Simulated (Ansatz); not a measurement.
## Hf2CF2 monolayer: from the cell to its phonons

Aim: the phonons of Hf2CF2 monolayer at a cell relaxed beforehand at this level. After the zone centre comes a 4×4×1 q mesh on a 12×12×1 k mesh.

Program: Ansatz 0.2.0. Level of theory: DFT PBE, scalar-relativistic, plane waves, PAW. Results are calculated unless marked as measured.

### 1. Starting point

The cell holds 5 atoms: 1 C, 2 Hf and 2 F. Cell: a = 3.275 Å, b = 3.275 Å, c = 33.200 Å, α = 90.0°, β = 90.0°, γ = 120.0°. Vacuum lies along c.

### 2. Zone-centre response

The cell comes from relaxations at this level that are not shown. The zone centre comes first: it holds the modes that light can see, as far as symmetry allows. No field response is asked, since the mesh shows no gap.

input.yaml reads:

```yaml
crystal:
  lattice:
    - [3.2752131515, 0.0, 0.0]
    - [-1.6376065758, 2.836417792, 0.0]
    - [0.0, 0.0, 33.2]
  atoms:
    - { symbol: C, position: [0.0, 0.0, 0.3012048193] }
    - { symbol: Hf, position: [0.3333333333, 0.6666666667, 0.3373399611] }
    - { symbol: Hf, position: [0.6666666667, 0.3333333333, 0.2650696774] }
    - { symbol: F, position: [0.6666666667, 0.3333333333, 0.3780609713] }
    - { symbol: F, position: [0.3333333333, 0.6666666667, 0.2243486672] }
  periodic: [true, true, false]
kpoints:
  mp_grid: { grid: [12, 12, 1] }
hamiltonian:
  xc: pbe
scf:
  occupations: { method: methfessel_paxton, width: 0.2 }
output:
  eigenvalues: true
phonons:
  method: dfpt
```

On the command line:

```bash
$ ansatz run input.yaml --threads 4 --pin off --max-ram 14336MiB --backend cpu --events-out ev --progress --plain --runs-dir out
```

Numbers of over 12 decimals in the logs are rounded to 6 here.

Output:

```text
Warning: crystal.symmetry: narrowed to the stabiliser of the run's FFT grids — unitary ops 12 → 6. A phonons.method: dfpt run fills in the rows of the dynamical matrix that it does not solve by its symmetry operations, which is exact only for operations that map its FFT grids onto themselves: filled in by any other, the frequencies could depend on the order in which like atoms are typed, or, by more than the grids' own error, on where the crystal sits among the grids' points. Excluded: 6 operations. The run can therefore solve more perturbations, solve them on more k-points, or both, and cost more. [rest of the remark cut]
Engine: ansatz 0.2.0, aarch64-unknown-linux-gnu
Pseudopotentials: kind: paw
Pseudopotential: C, paw, valence charge 4, recommended cutoff 420 eV (normal), C.paw.azcp
Pseudopotential: Hf, paw, valence charge 26, recommended cutoff 420 eV (normal), Hf.paw.azcp
Pseudopotential: F, paw, valence charge 7, recommended cutoff 420 eV (normal), F.paw.azcp
Functional definition: PBE
  parameter kappa = 0.804
  parameter beta = 0.066725
  exchange = pbe_x(kappa = kappa, mu = beta*pi^2/3)
  correlation = pbe_c(beta = beta)
Crystal: 5 atoms, lattice volume = 308.424 Å³
Basis set: ecut = 420 eV, 6159 PW (Γ), exchange–correlation on 48×48×450 points (8 copies of the dense FFT grid, shifted against one another)
Bands: 42, of which v1, the nominal top of the filled ones, is band 35 counted from 1 (34 counted from 0)
Symmetry: 12 space group operations
k-points: 43 of 144 (irreducible under 2 space group operations, time reversal used)
Non-local potential: C, projectors of the file, l = 0: 2, l = 1: 2, l = 2: 1
Non-local potential: Hf, projectors of the file, l = 0: 3, l = 1: 2, l = 2: 2, l = 3: 3
Non-local potential: F, projectors of the file, l = 0: 2, l = 1: 2, l = 2: 1
PAW form: soft (Blöchl's): semilocal exchange-correlation on the pseudo side does not see the compensation charge
PAW one-centre angular grid: C, 110 points (default); XC on 64 Gauss nodes
PAW one-centre angular grid: Hf, 590 points (default); XC on 64 Gauss nodes
PAW one-centre angular grid: F, 110 points (default); XC on 64 Gauss nodes
Initial density: superposition of atomic densities (neutral atoms: chi_scale 0, normalization atom), corrected by the library's trained network
Initial wavefunctions: pseudopotential atomic-orbital guess
Functional: x = pbe(κ = 0.804, μ = 0.219515), c = pbe(β = 0.066725)
SCF iter   1: F=—  HF=-33315.664258 eV  |F-HF|=—  |Δ(HF+E_count)|=         —  Δρ=3.84e-3  dr2=4.37e-2  ethr=1.77e-3  ⟨swp⟩=9.4  Hψ=9588  notcnv=0
preconditioner: auto → LDOS  [metal: Δε(μ)=0.052 eV  Ē_g=17.759 eV  σ=0.200 eV  W_gap=0.22  n_scr=22 (ndim 8)  ℏωp=17.2 eV  f_vac=0.779  D(μ)=1.31/eV (n_scr^D=8)  β→1.0]
SCF iter   2: F=—  HF=-33315.665574 eV  |F-HF|=—  |Δ(HF+E_count)|=   1.32e-3  S|Δr|=    0.00e0  Δρ=3.97e-3  dr2=3.40e-2  ethr=6.24e-5  ⟨swp⟩=3.7  Hψ=5259  notcnv=0  defer=55
SCF iter   3: F=—  HF=-33315.656654 eV  |F-HF|=—  |Δ(HF+E_count)|=   8.92e-3  S|Δr|=    0.00e0  Δρ=5.92e-4  dr2=1.16e-3  ethr=4.86e-5  ⟨swp⟩=2.7  Hψ=3082  notcnv=0  defer=55
SCF iter   4: F=—  HF=-33315.656367 eV  |F-HF|=—  |Δ(HF+E_count)|=   2.88e-4  S|Δr|=    0.00e0  Δρ=1.03e-4  dr2=2.57e-5  ethr=1.66e-6  ⟨swp⟩=4.3  Hψ=4891  notcnv=0  defer=55
SCF iter   5: F=—  HF=-33315.656377 eV  |F-HF|=—  |Δ(HF+E_count)|=   9.73e-6  S|Δr|=    0.00e0  Δρ=5.15e-5  dr2=6.62e-6  ethr=3.68e-8  ⟨swp⟩=3.8  Hψ=4866  notcnv=0  defer=55
SCF iter   6: F=—  HF=-33315.656375 eV  |F-HF|=—  |Δ(HF+E_count)|=   1.44e-6  S|Δr|=    0.00e0  Δρ=1.82e-5  dr2=1.14e-6  ethr=9.45e-9  ⟨swp⟩=2.9  Hψ=3897  notcnv=0  defer=55
SCF iter   7: F=—  HF=-33315.656196 eV  |F-HF|=—  |Δ(HF+E_count)|=   1.79e-4  S|Δr|=    0.00e0  Δρ=7.59e-6  dr2=1.36e-7  ethr=1.63e-9  ⟨swp⟩=3.4  Hψ=4390  notcnv=0  defer=5
SCF iter   8: F=—  HF=-33315.656196 eV  |F-HF|=—  |Δ(HF+E_count)|=   1.93e-7  S|Δr|=    0.00e0  Δρ=1.88e-6  dr2=8.64e-9  ethr=1.95e-10  ⟨swp⟩=3.0  Hψ=3894  notcnv=0  defer=5
SCF iter   9: F=—  HF=-33315.656197 eV  |F-HF|=—  |Δ(HF+E_count)|=   3.90e-8  S|Δr|=    0.00e0  Δρ=6.01e-7  dr2=5.53e-10  ethr=1.23e-11  ⟨swp⟩=3.7  Hψ=3934  notcnv=0  defer=5
SCF iter  10: F=—  HF=-33315.656197 eV  |F-HF|=—  |Δ(HF+E_count)|=   2.01e-8  S|Δr|=    0.00e0  Δρ=1.87e-7  dr2=6.21e-11  ethr=1.00e-12  ⟨swp⟩=3.2  Hψ=4055  notcnv=0  defer=5
SCF iter  11: F=-33315.656197 eV  HF=-33315.656197 eV  |F-HF|=4.37e-11  |Δ(HF+E_count)|=   1.27e-9  S|Δr|=    0.00e0  Δρ=2.68e-8  dr2=8.81e-13  ethr=1.00e-12  ⟨swp⟩=22.2  Hψ=16680  notcnv=0
SCF 1 converged in 11 iterations: F = -33315.656197 eV  dr2 = 8.81e-13
  greatest PAW one-centre occupation: 0.998 electrons in one spin orbital (limit 2), on the Hf atom at site 2 (counted from 0), in its partial waves of l = 0
DFPT response loops at Γ: preconditioner auto → none (partly filled bands, converged f_vac=0.781); β = 0.50; Broyden in place of MSR1
SCF converged after 11 iterations
Stability not checked: this state was not tested for a lower state beside it, because cold or Methfessel-Paxton smearing, or corrected tetrahedra, fill the levels in a way that the test cannot read (fill_not_monotonic; see scf.lower_state_search)
Free energy (F): -33315.656197 eV
Harris-Foulkes:  -33315.656197 eV  (|F-HF|=4.37e-11)
Internal energy: -33315.654307 eV  (E = F + TS)
E sigma→0 (E₀):  -33315.655724 eV
Entropy (-TS):   -0.001889 eV (-0.378 meV/atom)
Fermi energy:    -3.726090 eV
--- Per-component energies (eV) ---
  E_band       = -1484.393118
  E_kinetic    = 1350.802038
  E_local      = -319733.683055  (includes V_loc(G=0)·N_el)
  E_nonlocal   = -2314.791318
  E_hartree    = 158650.496122
  E_xc         = -809.007418
  E_vxc        = -798.490824  (∫ρ·V_xc dr)
  E_paw        = -14353.863428  (= ΣΔE_a)
  E_vpaw       = 2710.773672  (= ΣTr[D̂ρ^β])
  E_aug_tail   = 0.004098  (compensation charges beyond the density's cutoff)
  E_ewald      = 143894.388653
  E_smearing   = -0.001889  (= −TS)
  E_closure    = -0.000000  (closes the sum)
  Σ components = -33315.656197   (vs F -33315.656197, Δ=0.00e0)
--- Band table (eV; the first three rows and the last of 43) ---
  k-point 0: bands = [... 31 lower, -8.5673, -7.1006, -7.1006, -3.4713, -3.4713, -3.0701, -2.2703, -2.1639, ... 3 higher]
  k-point 1: bands = [... 31 lower, -8.4922, -7.3412, -7.1190, -3.7832, -3.3094, -3.0220, -2.0566, -2.0227, ... 3 higher]
  k-point 2: bands = [... 31 lower, -8.3188, -7.8371, -7.1524, -4.3936, -2.8758, -2.8454, -1.9001, -1.6916, ... 3 higher]
  k-point 42: bands = [... 31 lower, -8.6360, -8.0691, -7.5560, -3.7587, -3.7150, -0.7750, -0.7096, -0.6865, ... 3 higher]
  ° read free of the cell's end (the report's vacuum.weakly_bound_levels)
--- Phonons (Γ-DFPT): 10 representative perturbations + reference, on 43 of 144 k-points (Σ response iterations 53) ---
  ASR residual: 3.253e-5 → 0.000e0 eV/Å²; symmetrization residual: 7.736e-6 eV/Å²
  The last average, over the group as it would stand without the narrowing to the FFT grids, took up to 4.992e-7 eV/Å² of the zone centre's force constants
  ASR residual per site (eV/Å²): 3.25e-5 1.95e-5 1.97e-5 1.74e-5 1.80e-5
  Γ frequencies (cm⁻¹): 0.00 0.00 0.00 129.28 129.28 185.20 193.89 193.89 207.06 207.06 385.68 385.81 592.62 661.22 661.22
  non-analytic LO–TO correction: not included (Born effective charges unavailable; polar crystals: no LO–TO splitting at Γ)
```

Elapsed: 2.8 min, on 4 threads of Arm Neoverse V2, shared host; peak memory 2 GiB; 11 min of CPU time.

Numbers from this step:

| Quantity | Value |
| --- | --- |
| gap on the k-mesh | 0 eV |
| sum-rule residual before enforcement | 3.25e-5 eV/Å² |
| point group | -3m |
| area per atom | 1.858 Å² |
| highest optical mode at the zone centre (no LO-TO term) | 661.2 cm⁻¹ |
| lowest optical zone-centre mode | 129.3 cm⁻¹ |

Patterns of degenerate modes are one choice out of their space. The modes at Γ (shares of kinetic energy by element, %):

| mode | frequency (cm⁻¹) | symmetry | C % | Hf % | F % |
| --- | --- | --- | --- | --- | --- |
| 1 | 0.0 | acoustic | 3 | 88 | 9 |
| 2 | 0.0 | acoustic | 3 | 88 | 9 |
| 3 | 0.0 | acoustic | 3 | 88 | 9 |
| 4 | 129.3 | Eg | 0 | 96 | 4 |
| 5 | 129.3 | Eg | 0 | 96 | 4 |
| 6 | 185.2 | A1g | 0 | 87 | 13 |
| 7 | 193.9 | Eg | 0 | 4 | 96 |
| 8 | 193.9 | Eg | 0 | 4 | 96 |
| 9 | 207.1 | Eu | 0 | 9 | 91 |
| 10 | 207.1 | Eu | 0 | 9 | 91 |
| 11 | 385.7 | A1g | 0 | 13 | 87 |
| 12 | 385.8 | A2u | 1 | 8 | 90 |
| 13 | 592.6 | A2u | 96 | 4 | 0 |
| 14 | 661.2 | Eu | 97 | 3 | 0 |
| 15 | 661.2 | Eu | 97 | 3 | 0 |

Displacements in mode 4 (129.3 cm⁻¹), the largest set to 1:
```
C1   0.00  0.00  0.00
Hf2 -0.05  1.00  0.00
Hf3  0.05 -1.00  0.00
F4  -0.03  0.63  0.00
F5   0.03 -0.63  0.00
```

Displacements in mode 14 (661.2 cm⁻¹), the largest set to 1:
```
C1   0.00  1.00  0.00
Hf2  0.00 -0.03  0.00
Hf3  0.00 -0.03  0.00
F4   0.00 -0.02  0.00
F5   0.00 -0.02  0.00
```

Before it was imposed, the acoustic sum rule was missed by 3.3e-5 eV/Å². Small misses are needed for a sound result but don't prove that mesh and cutoff are converged. The lowest optical mode is real, 129 cm⁻¹.

### 3. The dispersion

Stability and thermal properties need the whole zone. Linear response on a 4×4×1 q mesh gives force constants as far as a supercell of that size would.

Changes to input.yaml since step 2:

```diff
@@ -22 +22,10 @@
   method: dfpt
+  qmesh: [4, 4, 1]
+  temperatures: { t_max: 1000, t_step: 50 }
+  qpath:
+    path:
+      - [0.0, 0.0, 0.0]
+      - [0.5, 0.0, 0.0]
+      - [0.33333333, 0.33333333, 0.0]
+      - [0.0, 0.0, 0.0]
+    npoints: 10
```

Output:

```text
[...]
Crystal: 5 atoms, lattice volume = 308.424 Å³
Basis set: ecut = 420 eV, 6159 PW (Γ), exchange–correlation on 48×48×450 points (8 copies of the dense FFT grid, shifted against one another)
Bands: 42, of which v1, the nominal top of the filled ones, is band 35 counted from 1 (34 counted from 0)
Symmetry: 12 space group operations
k-points: 19 of 144 (irreducible under 6 space group operations, time reversal used)
[...]
SCF iter   1: F=—  HF=-33315.664737 eV  |F-HF|=—  |Δ(HF+E_count)|=         —  Δρ=3.81e-3  dr2=4.31e-2  ethr=1.77e-3  ⟨swp⟩=9.8  Hψ=4317  notcnv=0
[...]
SCF iter  11: F=-33315.656197 eV  HF=-33315.656197 eV  |F-HF|=1.46e-10  |Δ(HF+E_count)|=  7.86e-10  S|Δr|=    0.00e0  Δρ=2.10e-8  dr2=6.16e-13  ethr=1.00e-12  ⟨swp⟩=21.8  Hψ=7370  notcnv=0
SCF 1 converged in 11 iterations: F = -33315.656197 eV  dr2 = 6.16e-13
[...]
phonons: the bands overlap, so this run is a metal and interpolates without the dipole-dipole term. If the crystal is really an insulator or semiconductor, its LO-TO splitting is missing
NSCF: frozen V_eff on 19 k-points
WARN: eigensolver did not converge (k=1): 1 band(s) unlocked after 2 eigensolves, warm-restarted (20 sweeps on the last) at ethr=2.05e-12 eV (storage-precision floor; scheduled 1.00e-12 eV) (lowest unlocked band 41, counted from 0; max residual 7.03e-6 eV among the unlocked bands, 7.03e-6 eV over every band; other slots of this pass that fall short are told together in one closing line; warning suppressed until the next SCF loop or pass starts)
WARN: eigensolver did not converge in 5 slots of this pass, the one above among them; of largest residual over every band (k=4): 1 band(s) unlocked (lowest unlocked band 41, counted from 0; max residual 5.08e-3 eV among the unlocked bands, 5.08e-3 eV over every band); of lowest unlocked band (k=1): band 41
[...]
DFPT response loops at q = (0, 0, 0) (fractional): preconditioner auto → none (partly filled bands, converged f_vac=0.781); β = 0.50; Broyden in place of MSR1
[...]
SCF converged after 11 iterations
[...]
Free energy (F): -33315.656197 eV
[...]
Internal energy: -33315.654307 eV  (E = F + TS)
E sigma→0 (E₀):  -33315.655724 eV
Entropy (-TS):   -0.001889 eV (-0.378 meV/atom)
Fermi energy:    -3.726090 eV
[...]
--- Band table (eV; the first three rows and the last of 19) ---
  k-point 0: bands = [... 31 lower, -8.5673, -7.1006, -7.1006, -3.4713, -3.4713, -3.0701, -2.2703, -2.1639, ... 3 higher]
  k-point 1: bands = [... 31 lower, -8.4922, -7.3412, -7.1190, -3.7832, -3.3094, -3.0220, -2.0566, -2.0227, ... 3 higher]
  k-point 2: bands = [... 31 lower, -8.3188, -7.8371, -7.1524, -4.3936, -2.8758, -2.8454, -1.9001, -1.6916, ... 3 higher]
  k-point 18: bands = [... 31 lower, -8.4843, -8.4843, -7.4574, -3.2619, -2.4846, -2.4846, -0.7521, -0.1630, ... 3 higher]
  ° read free of the cell's end (the report's vacuum.weakly_bound_levels)
--- Phonons (Γ-DFPT): 10 representative perturbations + reference (Σ response iterations 51) ---
  ASR residual: 2.212e-5 → 0.000e0 eV/Å²; symmetrization residual: 3.143e-6 eV/Å²
[...]
ASR residual per site (eV/Å²): 2.21e-5 1.34e-5 1.50e-5 1.55e-5 1.76e-5
[...]
--- Phonons (arbitrary-q DFPT): 4 irreducible q on the 4×4×1 mesh ---
  q = [0.0000, 0.0000, 0.0000] (star 1, of the zone-centre solve; hermiticity 2.54e-7, symmetrization 8.28e-11, taken by the last average 3.59e-8): -0.00 0.00 0.00 129.28 129.28 185.20 193.89 193.89 207.06 207.06 385.68 385.81 592.62 661.22 661.22
  q = [0.0000, 0.2500, 0.0000] (star 6, 15 solved perturbations on 78 of 144 k-point pairs; hermiticity 2.36e-7, symmetrization 2.56e-10, taken by the last average 4.87e-8): 65.79 82.97 122.16 130.30 150.29 178.70 201.92 206.55 207.34 209.14 347.57 350.64 582.99 662.54 669.86
[...]
q = [0.2500, 0.2500, 0.0000] (star 6, 10 solved perturbations in 1110 linear systems a pass and spin channel, the states on 144 of 144 k-point pairs; hermiticity 1.25e-7, symmetrization 6.77e-11, taken by the last average 4.99e-7): 115.94 129.34 130.98 143.09 153.35 161.89 196.05 197.85 217.36 222.35 322.60 326.65 584.81 636.27 651.59
  sum rule: each row above includes the acoustic sum rule's correction from the zone centre's row sums; it moved no ω² by more than (0.71 cm⁻¹)²
  mesh force constants: q→R imaginary residual 3.49e-18; ASR residual 2.212e-5 → 0.000e0 eV/Å²; symmetrization residual 1.421e-14 eV/Å²
  interpolated dispersion: 31 rows × 15 modes
  density of states and harmonic sums: on the 24×24×1 q-mesh, interpolated from the force constants of a 4×4×1 supercell (no non-analytic term)
  largest difference from the sums on the solved wave vectors: F 4.56e-2 eV, S 5.95e-5 and C_V 1.39e-5 eV/K
  zero-point energy: 0.257629 eV/cell   skipped modes (ω ≤ 0): 5, of them read as no rigid motion or as one in doubt: 2 (2.083e-2 modes/cell left out, lowest -4.93 cm⁻¹)   left out of the sums: 1.74e-3 of the cell's modes: C_V's classical limit lies that fraction below 3 k_B per atom; for a crystal, a wire or a layer, F and S can be off by more, and a phonons.interpolated_qmesh denser along its periods is the remedy for the sampling
```

Run time: 20 min. Hardware: 4 threads; peak memory 4 GiB.

This step gave:

* sum-rule residual before enforcement: 2.21e-5 eV/Å²
* lowest frequency on the path: -5.365 cm⁻¹
* highest frequency on the path or at a solved wavevector: 670 cm⁻¹
* lowest mode on the q mesh (acoustic modes at Γ apart): 53.21 cm⁻¹

Frequencies (cm⁻¹) solved at each irreducible wavevector; negative means imaginary. Frequencies by wavevector, by row:

| q in reciprocal lattice units | star | mode 1 | mode 2 | mode 3 | mode 4 | mode 13 | mode 14 | mode 15 |
| --- | --- | --- | --- | --- | --- | --- | --- | --- |
| 0 0 0 | 1 | 0 | 0 | 0 | 129.3 | 592.6 | 661.2 | 661.2 |
| 0 0.25 0 | 6 | 65.8 | 83 | 122.2 | 130.3 | 583 | 662.5 | 669.9 |
| 0 -0.5 0 | 3 | 53.2 | 122.2 | 132.3 | 135.2 | 589 | 622.2 | 658.9 |
| 0.25 0.25 0 | 6 | 115.9 | 129.3 | 131 | 143.1 | 584.8 | 636.3 | 651.6 |

Interpolated from a 4×4×1 q mesh. Phonon branches along the path, in cm⁻¹:

```
  point  branch 1  branch 2  branch 3  branch 4  branch 12  branch 13  branch 14  branch 15
      Γ         0         0         0       129        386        593        661        661
halfway        66        83       122       130        351        583        662        670
      M        53       122       132       135        328        589        622        659
halfway       109       122       139       143        326        588        626        651
      K       129       137       137       148        320        588        635        635
halfway        79        95       128       137        342        581        658        668
      Γ         0         0         0       129        386        593        661        661
```

[end of part 1 of 2]

[Logs are printed without paths, hosts, clocks, repeated set-up lines and the standing remarks that a program may print on its own settings, such as how far it seeks lower states.]

[Hosts, paths, dates, database ids (printed as entryN), source tags and the programs' standing remarks are cut or masked in the printed files.]
